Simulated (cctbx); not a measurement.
**Zn2Sn2S5: as given, inverted or twinned?**

Space group P6_3mc (no. 186), a = 3.8760 Å, b = 3.8760 Å, c = 31.3730 Å, α = 90.00°, β = 90.00°, γ = 120.00°.

```
atom  mult.    x    y       z  Ueq (Å²)
 Sn1      2  1/3  2/3  0.9180    0.0033
 Sn2      2    0    0  0.1872    0.0041
 Zn1      2  2/3  1/3  0.0650    0.0055
 Zn2      2  1/3  2/3  0.3077    0.0042
  S1      2  1/3  2/3  0.0454    0.0045
  S2      2  1/3  2/3  0.2344    0.0068
  S3      2  2/3  1/3  0.1478    0.0058
  S4      2  2/3  1/3  0.3379    0.0057
  S5      2  1/3  2/3  0.4486    0.0063
```

This is a model crystal, built by substitution and not relaxed, with assumed displacement parameters.

Data sets are simulated with cctbx and refined with Bijvoet mates kept apart; Flack x is then fitted as the share of an inverted twin with the atoms fixed, Hooft y from the Bijvoet differences. The group is acentric but holds improper operations, so there is an absolute structure (orientation) and no hand.

Untwinned crystal. What Flack and Hooft values should come out?

```
  λ (Å)  extinction (unmodelled)  d min (Å)  top counts  error (%)     model      R1  Flack x   s.u.  Hooft y   s.u.  pairs
0.71073                        0       0.77       70000          3  as given  0.0062   -0.026   0.01    0.002  0.010    219
0.71073                        0       0.77       70000          3  inverted  0.0276    1.035  0.016    1.012  0.010    219
1.54184                        0       0.83       70000          3  as given  0.0070   -0.005  0.003    0.002  0.004    183
```

With Mo Kα, x is within 3 s.u. of 0, so the absolute structure is right. With Cu Kα, x is within 3 s.u. of 0, so the absolute structure is right. Inverting the model turns x into about 1 − x.

A further crystal gives:

```csv
λ (Å),extinction (unmodelled),d min (Å),top counts,error (%),model,R1,Flack x,s.u.,Hooft y,s.u.,pairs
0.71073,0.3,0.77,5000,1.5,as given,0.0285,0.83,0.02,0.823,0.023,220
```

**Question.** What is it?

It was simulated as an inversion twin with a fraction 0.8 of the inverted domain. Flack x is over 3 s.u. from both 0 and 1 and reads that fraction.

[Logs are printed without paths, hosts, clocks, repeated set-up lines and the standing remarks that a program may print on its own settings, such as how far it seeks lower states.]
